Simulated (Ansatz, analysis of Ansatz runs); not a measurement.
## Li-H pair in ZnO: local vibrational mode against experiment

Aim: the local vibrational mode of the Li-H pair in ZnO, to be set beside the measurement. Set-up: PBE, 72-site cell, PBE lattice, 350 eV, k: the single point 1/4 1/4 1/4. The model is a cell of 72 host atoms with Li put on another atom's site and H put in between. The frequencies come from force constants among the defect atom and its neighbours, with the masses of the isotopes named. This set-up takes another basis size than the usual one.

**The experiment.** O-H stretch, 1H: 3577.3 cm⁻¹ at 10 K, by IR absorption (quoted in “Hydrogen-related defects in hydrothermally grown ZnO studied by Fourier Transform Infrared Spectroscopy”, 2010, Halvard Haug, quoting earlier work (2006)). O-D stretch, 2H: 2644.4 cm⁻¹, by IR absorption (quoted in “Hydrogen-related defects in hydrothermally grown ZnO studied by Fourier Transform Infrared Spectroscopy”, 2010, Halvard Haug, quoting earlier work (2006)). The runs below try to reproduce this.

Method: plane-wave PAW DFT, PBE; relaxation of all atoms of a defect supercell, in Ansatz 0.2.0.

### 1. Set-up

The cell holds 73 atoms: 35 Zn, 36 O, 1 Li and 1 H. Its edges and angles: a = 9.829 Å, b = 9.829 Å, c = 10.572 Å, α = 90.0°, β = 90.0°, γ = 120.0°. It derives from ZnO (space group P6_3mc). Nearest the centre at fractional (0.556, 0.444, 0.559): H73 at 0.63 Å, Li38 at 1.08 Å, O39 at 1.63 Å, O60 at 2.28 Å, O28 at 2.28 Å, O36 at 2.28 Å, Zn61 at 2.77 Å, Zn29 at 2.77 Å.

The host's primitive cell comes from a first run (plane-wave PAW DFT, PBE; relaxation of the host's cell and atoms): vectors of 3.276, 3.276 and 5.286 Å. That is 12.29 Å³ an atom, 3.2 % over the diffraction cell's volume. The supercell is built on it.

### 2. Relaxation, charge 0

Every later number rests on the structure around the defect, so the atoms are relaxed at the host's lattice first.

relax/input.yaml reads:

```yaml
relax:
  f_tol: 0.01
  max_steps: 80
  random_displacement: { amplitude: 0.02, seed: 123 }
crystal:
  lattice:
    - [9.82922712, 0.0, 0.0]
    - [-4.91461356, 8.51236039, 0.0]
    - [0.0, 0.0, 10.57248826]
  atoms:
    - { symbol: Zn, position: [0.111111111, 0.222222222, 0.249951466] }
    - { symbol: Zn, position: [0.222222222, 0.111111111, -4.8534e-05] }
    - { symbol: O, position: [0.222222222, 0.111111111, 0.189553534] }
    - { symbol: O, position: [0.111111111, 0.222222222, 0.439553534] }
    - { symbol: Zn, position: [0.111111111, 0.222222222, 0.749951466] }
    - { symbol: Zn, position: [0.222222222, 0.111111111, 0.499951466] }
    - { symbol: O, position: [0.222222222, 0.111111111, 0.689553534] }
    - { symbol: O, position: [0.111111111, 0.222222222, 0.939553534] }
    - { symbol: Zn, position: [0.111111111, 0.555555556, 0.249951466] }
    - { symbol: Zn, position: [0.222222222, 0.444444444, -4.8534e-05] }
    - { symbol: O, position: [0.222222222, 0.444444444, 0.189553534] }
    - { symbol: O, position: [0.111111111, 0.555555556, 0.439553534] }
    - { symbol: Zn, position: [0.111111111, 0.555555556, 0.749951466] }
    - { symbol: Zn, position: [0.222222222, 0.444444444, 0.499951466] }
    - { symbol: O, position: [0.222222222, 0.444444444, 0.689553534] }
    - { symbol: O, position: [0.111111111, 0.555555556, 0.939553534] }
    - { symbol: Zn, position: [0.111111111, 0.888888889, 0.249951466] }
    - { symbol: Zn, position: [0.222222222, 0.777777778, -4.8534e-05] }
    - { symbol: O, position: [0.222222222, 0.777777778, 0.189553534] }
    - { symbol: O, position: [0.111111111, 0.888888889, 0.439553534] }
    - { symbol: Zn, position: [0.111111111, 0.888888889, 0.749951466] }
    - { symbol: Zn, position: [0.222222222, 0.777777778, 0.499951466] }
    - { symbol: O, position: [0.222222222, 0.777777778, 0.689553534] }
    - { symbol: O, position: [0.111111111, 0.888888889, 0.939553534] }
    - { symbol: Zn, position: [0.444444444, 0.222222222, 0.249951466] }
    - { symbol: Zn, position: [0.555555556, 0.111111111, -4.8534e-05] }
    - { symbol: O, position: [0.555555556, 0.111111111, 0.189553534] }
    - { symbol: O, position: [0.444444444, 0.222222222, 0.439553534] }
    - { symbol: Zn, position: [0.444444444, 0.222222222, 0.749951466] }
    - { symbol: Zn, position: [0.555555556, 0.111111111, 0.499951466] }
    - { symbol: O, position: [0.555555556, 0.111111111, 0.689553534] }
    - { symbol: O, position: [0.444444444, 0.222222222, 0.939553534] }
    - { symbol: Zn, position: [0.444444444, 0.555555556, 0.249951466] }
    - { symbol: Zn, position: [0.555555556, 0.444444444, -4.8534e-05] }
    - { symbol: O, position: [0.555555556, 0.444444444, 0.189553534] }
    - { symbol: O, position: [0.444444444, 0.555555556, 0.439553534] }
    - { symbol: Zn, position: [0.444444444, 0.555555556, 0.749951466] }
    - { symbol: Li, position: [0.555555556, 0.444444444, 0.457388165] }
    - { symbol: O, position: [0.555555556, 0.444444444, 0.713199812] }
    - { symbol: O, position: [0.444444444, 0.555555556, 0.939553534] }
    - { symbol: Zn, position: [0.444444444, 0.888888889, 0.249951466] }
    - { symbol: Zn, position: [0.555555556, 0.777777778, -4.8534e-05] }
    - { symbol: O, position: [0.555555556, 0.777777778, 0.189553534] }
    - { symbol: O, position: [0.444444444, 0.888888889, 0.439553534] }
    - { symbol: Zn, position: [0.444444444, 0.888888889, 0.749951466] }
    - { symbol: Zn, position: [0.555555556, 0.777777778, 0.499951466] }
    - { symbol: O, position: [0.555555556, 0.777777778, 0.689553534] }
    - { symbol: O, position: [0.444444444, 0.888888889, 0.939553534] }
    - { symbol: Zn, position: [0.777777778, 0.222222222, 0.249951466] }
    - { symbol: Zn, position: [0.888888889, 0.111111111, -4.8534e-05] }
    - { symbol: O, position: [0.888888889, 0.111111111, 0.189553534] }
    - { symbol: O, position: [0.777777778, 0.222222222, 0.439553534] }
    - { symbol: Zn, position: [0.777777778, 0.222222222, 0.749951466] }
    - { symbol: Zn, position: [0.888888889, 0.111111111, 0.499951466] }
    - { symbol: O, position: [0.888888889, 0.111111111, 0.689553534] }
    - { symbol: O, position: [0.777777778, 0.222222222, 0.939553534] }
    - { symbol: Zn, position: [0.777777778, 0.555555556, 0.249951466] }
    - { symbol: Zn, position: [0.888888889, 0.444444444, -4.8534e-05] }
    - { symbol: O, position: [0.888888889, 0.444444444, 0.189553534] }
    - { symbol: O, position: [0.777777778, 0.555555556, 0.439553534] }
    - { symbol: Zn, position: [0.777777778, 0.555555556, 0.749951466] }
    - { symbol: Zn, position: [0.888888889, 0.444444444, 0.499951466] }
    - { symbol: O, position: [0.888888889, 0.444444444, 0.689553534] }
    - { symbol: O, position: [0.777777778, 0.555555556, 0.939553534] }
    - { symbol: Zn, position: [0.777777778, 0.888888889, 0.249951466] }
    - { symbol: Zn, position: [0.888888889, 0.777777778, -4.8534e-05] }
    - { symbol: O, position: [0.888888889, 0.777777778, 0.189553534] }
    - { symbol: O, position: [0.777777778, 0.888888889, 0.439553534] }
    - { symbol: Zn, position: [0.777777778, 0.888888889, 0.749951466] }
    - { symbol: Zn, position: [0.888888889, 0.777777778, 0.499951466] }
    - { symbol: O, position: [0.888888889, 0.777777778, 0.689553534] }
    - { symbol: O, position: [0.777777778, 0.888888889, 0.939553534] }
    - { symbol: H, position: [0.555555999, 0.444444001, 0.618477534] }
basis:
  ecutwfc: 350
  xc_grid: 2
hamiltonian:
  xc: pbe
kpoints:
  mp_grid: { grid: [1, 1, 1], shift: [0.25, 0.25, 0.25] }
scf:
  occupations: { method: fermi_dirac, width: 0.01 }
  max_iter: 120
output:
  forces: true
checkpoint:
  write: "../relax.run"
  compress: false
  write_wavefunctions: true
  write_every: 100000
```

On the command line:

```bash
$ ansatz run input.yaml --threads 2 --pin off --max-ram 4710MiB --backend cpu --events-out ev --progress --plain --runs-dir out
```

Numbers of over 12 decimals in the logs are rounded to 6 here.

Log:

```text
[... repeated set-up lines and file paths are left out, and long positions are rounded to six places ...]
Warning: basis.ecutwfc = 350 eV is below the records' recommended 420 eV, and the density's cutoff is lower with it unless basis.ecutrho_ratio is high enough to keep the records' density cutoff: compare with a run at a higher cutoff
Engine: ansatz 0.2.0, x86_64-unknown-linux-gnu
Pseudopotentials: kind: paw
Pseudopotential: Zn, paw, valence charge 12, recommended cutoff 420 eV (normal), Zn.paw.azcp
Pseudopotential: O, paw, valence charge 6, recommended cutoff 420 eV (normal), O.paw.azcp
Pseudopotential: Li, paw, valence charge 3, recommended cutoff 420 eV (normal), Li.paw.azcp
Pseudopotential: H, paw, valence charge 1, recommended cutoff 420 eV (normal), H.paw.azcp
Functional definition: PBE
  parameter kappa = 0.804
  parameter beta = 0.066725
  exchange = pbe_x(kappa = kappa, mu = beta*pi^2/3)
  correlation = pbe_c(beta = beta)
Crystal: 73 atoms, lattice volume = 884.599 Å³
Basis set: ecut = 350 eV, 13059 PW (Γ), exchange–correlation on 120×120×144 points (8 copies of the dense FFT grid, shifted against one another)
Bands: 393, of which v1, the nominal top of the filled ones, is band 320 counted from 1 (319 counted from 0)
Symmetry: 1 space group operations
k-points: 1
Non-local potential: Zn, projectors of the file, l = 0: 2, l = 1: 2, l = 2: 3, l = 3: 1
Non-local potential: O, projectors of the file, l = 0: 2, l = 1: 2, l = 2: 1
Non-local potential: Li, projectors of the file, l = 0: 3, l = 1: 2, l = 2: 1
Non-local potential: H, projectors of the file, l = 0: 2, l = 1: 1
PAW form: soft (Blöchl's): semilocal exchange-correlation on the pseudo side does not see the compensation charge
PAW one-centre angular grid: Zn, 590 points (default); XC on 64 Gauss nodes
PAW one-centre angular grid: O, 110 points (default); XC on 64 Gauss nodes
PAW one-centre angular grid: Li, 110 points (default); XC on 64 Gauss nodes
PAW one-centre angular grid: H, 110 points (default); XC on 64 Gauss nodes
Initial density: superposition of atomic densities (neutral atoms: chi_scale 0, normalization atom), corrected by the library's trained network
Initial wavefunctions: pseudopotential atomic-orbital guess
Functional: x = pbe(κ = 0.804, μ = 0.219515), c = pbe(β = 0.066725)
SCF iter   1: F=—  HF=-136825.111395 eV  |F-HF|=—  |Δ(HF+E_count)|=         —  Δρ=5.85e-3  dr2=1.01e-1  ethr=1.77e-3  ⟨swp⟩=6.0  Hψ=1622  notcnv=0  defer=1
preconditioner: auto → Resta (q_TF=auto, 2.585 Å⁻¹)  ε∞=7.3  [insulator: Δε(μ)=2.225 eV  Ē_g=12.526 eV  σ=0.010 eV  W_gap=1.00  n_scr=242 (ndim 8)  ℏωp=31.5 eV  f_vac=0.044  D(μ)=0.00/eV (n_scr^D=0)  ε∞_Penn≈7.3]
SCF iter   2: F=—  HF=-136825.125139 eV  |F-HF|=—  |Δ(HF+E_count)|=   1.37e-2  Δρ=2.42e-3  dr2=1.73e-2  ethr=1.58e-5  ⟨swp⟩=2.0  Hψ=773  notcnv=0  defer=67
SCF iter   3: F=—  HF=-136825.136077 eV  |F-HF|=—  |Δ(HF+E_count)|=   1.09e-2  Δρ=1.20e-3  dr2=5.09e-3  ethr=2.70e-6  ⟨swp⟩=3.0  Hψ=651  notcnv=0  defer=67
SCF iter   4: F=—  HF=-136825.140096 eV  |F-HF|=—  |Δ(HF+E_count)|=   4.02e-3  Δρ=2.99e-4  dr2=6.62e-4  ethr=7.95e-7  ⟨swp⟩=2.0  Hψ=651  notcnv=0  defer=67
SCF iter   5: F=—  HF=-136825.142239 eV  |F-HF|=—  |Δ(HF+E_count)|=   2.14e-3  Δρ=9.88e-5  dr2=1.95e-4  ethr=1.03e-7  ⟨swp⟩=2.0  Hψ=646  notcnv=0  defer=67
SCF iter   6: F=—  HF=-136825.142226 eV  |F-HF|=—  |Δ(HF+E_count)|=   1.24e-5  Δρ=4.63e-5  dr2=2.31e-5  ethr=3.05e-8  ⟨swp⟩=2.0  Hψ=646  notcnv=0  defer=67
SCF iter   7: F=-136825.142224 eV  HF=-136825.142223 eV  |F-HF|=1.55e-7  |Δ(HF+E_count)|=   2.90e-6  Δρ=1.67e-5  dr2=2.34e-6  ethr=3.91e-10  ⟨swp⟩=3.0  Hψ=1554  notcnv=0
SCF 1 converged in 7 iterations: F = -136825.142224 eV  dr2 = 2.34e-6
  greatest PAW one-centre occupation: 1.000 electrons in one spin orbital (limit 2), on the Li atom at site 37 (counted from 0), in its partial waves of l = 0
relax step   1: F+E_penalty+E_count = -136825.14222358 eV  Δ(F+E_penalty+E_count) = +0.000e0 eV  max|allowed force component| = 2.266e0 eV/Å  Δτ_max = 0.0000 Å  (7 SCF iters, dr2 threshold 2.50e-6 eV, accepted)
[... the SCF cycles and remarks between the steps are left out from here to the last step ...]
relax step   2: F+E_penalty+E_count = -136825.69344519 eV  Δ(F+E_penalty+E_count) = -5.512e-1 eV  max|allowed force component| = 1.098e0 eV/Å  Δτ_max = 0.1695 Å  (7 SCF iters, dr2 threshold 1.00e-4 eV, accepted)
relax step   3: F+E_penalty+E_count = -136825.96394170 eV  Δ(F+E_penalty+E_count) = -2.705e-1 eV  max|allowed force component| = 6.196e-1 eV/Å  Δτ_max = 0.2000 Å  (6 SCF iters, dr2 threshold 7.54e-5 eV, accepted)
relax step   4: F+E_penalty+E_count = -136825.99233152 eV  Δ(F+E_penalty+E_count) = -2.839e-2 eV  max|allowed force component| = 9.964e-2 eV/Å  Δτ_max = 0.0670 Å  (5 SCF iters, dr2 threshold 9.02e-5 eV, accepted)
relax step   5: F+E_penalty+E_count = -136825.99448916 eV  Δ(F+E_penalty+E_count) = -2.158e-3 eV  max|allowed force component| = 1.442e-2 eV/Å  Δτ_max = 0.0197 Å  (6 SCF iters, dr2 threshold 6.21e-7 eV, accepted)
SCF iter   1: F=—  HF=-136825.992616 eV  |F-HF|=—  |Δ(HF+E_count)|=         —  Δρ=1.94e-4  dr2=1.52e-4  ethr=1.58e-7  ⟨swp⟩=4.0  Hψ=964  notcnv=0  defer=67
SCF iter   2: F=—  HF=-136825.992568 eV  |F-HF|=—  |Δ(HF+E_count)|=   4.78e-5  Δρ=9.55e-5  dr2=3.68e-5  ethr=2.38e-8  ⟨swp⟩=3.0  Hψ=726  notcnv=0  defer=67
SCF iter   3: F=—  HF=-136825.994680 eV  |F-HF|=—  |Δ(HF+E_count)|=   2.11e-3  Δρ=2.11e-5  dr2=3.37e-6  ethr=5.75e-9  ⟨swp⟩=2.0  Hψ=646  notcnv=0  defer=67
SCF iter   4: F=—  HF=-136825.994679 eV  |F-HF|=—  |Δ(HF+E_count)|=   2.31e-7  Δρ=7.76e-6  dr2=5.39e-7  ethr=5.27e-10  ⟨swp⟩=2.0  Hψ=612  notcnv=0  defer=67
SCF iter   5: F=—  HF=-136825.994679 eV  |F-HF|=—  |Δ(HF+E_count)|=   1.12e-7  Δρ=3.20e-6  dr2=1.09e-7  ethr=1.56e-11  ⟨swp⟩=4.0  Hψ=1231  notcnv=0
SCF iter   6: F=-136825.994679 eV  HF=-136825.994679 eV  |F-HF|=2.14e-8  |Δ(HF+E_count)|=   8.18e-9  Δρ=1.89e-6  dr2=3.09e-8  ethr=1.56e-11  ⟨swp⟩=3.0  Hψ=1037  notcnv=0
SCF 6 converged in 6 iterations: F = -136825.994679 eV  dr2 = 3.09e-8
relax step   6: F+E_penalty+E_count = -136825.99467939 eV  Δ(F+E_penalty+E_count) = -1.902e-4 eV  max|allowed force component| = 8.892e-3 eV/Å  Δτ_max = 0.0028 Å  (6 SCF iters, accepted)
NSCF: frozen V_eff on 1 k-points
the band table was solved once a step of the walk had ended and its energy, with any forces and stress, was formed, with the checks that follow a solve (1289 applications of the Hamiltonian). They found nothing against the state; [...]
SCF converged after 6 iterations
Free energy (F): -136825.994679 eV
Harris-Foulkes:  -136825.994679 eV  (|F-HF|=2.14e-8)
Internal energy: -136825.994679 eV  (E = F + TS)
E sigma→0 (E₀):  -136825.994679 eV
Fermi energy:    7.611019 eV
--- Per-component energies (eV) ---
  E_band       = 740.459813
  E_kinetic    = 10930.001772
  E_local      = -72278.858704  (includes V_loc(G=0)·N_el)
  E_nonlocal   = 23344.695928
  E_hartree    = 29682.766060
  E_xc         = -7444.301418
  E_vxc        = -5193.412878  (∫ρ·V_xc dr)
  E_paw        = -69826.259626  (= ΣΔE_a)
  E_vpaw       = -15427.747053  (= ΣTr[D̂ρ^β])
  E_aug_tail   = 0.247834  (compensation charges beyond the density's cutoff)
  E_ewald      = -51234.286525
  E_smearing   = -0.000000  (= −TS)
  E_closure    = -0.000000  (closes the sum)
  Σ components = -136825.994679   (vs F -136825.994679, Δ=0.00e0)
--- Forces (eV/Å), atoms counted from 1 ---
  atom   1  Zn     0.00003669     0.00085925    -0.00073493
  atom   2  Zn    -0.00401222    -0.00226928     0.00175343
  [... 25 atoms left out ...]
  atom  28  O     -0.00004807    -0.00053838     0.00191835
  atom  29  Zn     0.00035974    -0.00384443     0.00567204
  [... 6 atoms left out ...]
  atom  36  O      0.00087420    -0.00119137    -0.00186536
  atom  37  Zn     0.00495129    -0.00288617     0.00358452
  atom  38  Li    -0.00040831     0.00204166     0.00889096
  atom  39  O     -0.00100933     0.00781450     0.00058017
  [... 20 atoms left out ...]
  atom  60  O      0.00194608     0.00000602    -0.00026268
  atom  61  Zn    -0.00235244    -0.00203972     0.00251688
  atom  62  Zn    -0.00248534    -0.00039939    -0.00085810
  [... 10 atoms left out ...]
  atom  73  H     -0.00005040    -0.00491664    -0.00486306
  max |Σ_I F_I| component: 7.46e-5 eV/Å
--- Band table (eV) ---
  k-point 0: bands = ["-36.3558", "-12.9711", "-11.1096", "-11.0050", [... 385 left out ...] "16.6152", "16.6612", "16.7117", "16.7443"]
--- Relaxed structure (6 steps of the walk, 6 accepted, 0 SCFs on fresh bases) ---
  F+E_penalty+E_count = -136825.99467939 eV   max|allowed force component| = 8.892e-3 eV/Å
  atoms:
    - { symbol: Zn, position: [0.110026, 0.222158, 0.251338] }
    - { symbol: Zn, position: [0.220307, 0.109849, 0.000399] }
    [... 25 atoms left out ...]
    - { symbol: O, position: [0.444665, 0.222532, 0.437604] }
    - { symbol: Zn, position: [0.437922, 0.210174, 0.756125] }
    [... 6 atoms left out ...]
    - { symbol: O, position: [0.444036, 0.555519, 0.437349] }
    - { symbol: Zn, position: [0.437849, 0.561990, 0.756245] }
    - { symbol: Li, position: [0.554277, 0.444508, 0.418662] }
    - { symbol: O, position: [0.555700, 0.444732, 0.706591] }
    [... 20 atoms left out ...]
    - { symbol: O, position: [0.776416, 0.554522, 0.437956] }
    - { symbol: Zn, position: [0.790285, 0.562274, 0.756740] }
    - { symbol: Zn, position: [0.885039, 0.445435, 0.498218] }
    [... 10 atoms left out ...]
    - { symbol: H, position: [0.557216, 0.445359, 0.614485] }
```

Elapsed: 1.7 min, on 2 threads of Intel Xeon Platinum 8488C (Sapphire Rapids), shared host; peak memory 1.9 GiB; 3.2 min of CPU time.

(Part 1 of 2 ends here.)

[Logs are printed without paths, hosts, clocks, repeated set-up lines and the standing remarks that a program may print on its own settings, such as how far it seeks lower states.]

[Hosts, paths, dates, database ids (printed as entryN), source tags and the programs' standing remarks are cut or masked in the printed files.]

[For some hosts the program warned that the k-mesh of the response run may be too coarse for force constants and the static dielectric constant; such warnings are not shown here.]
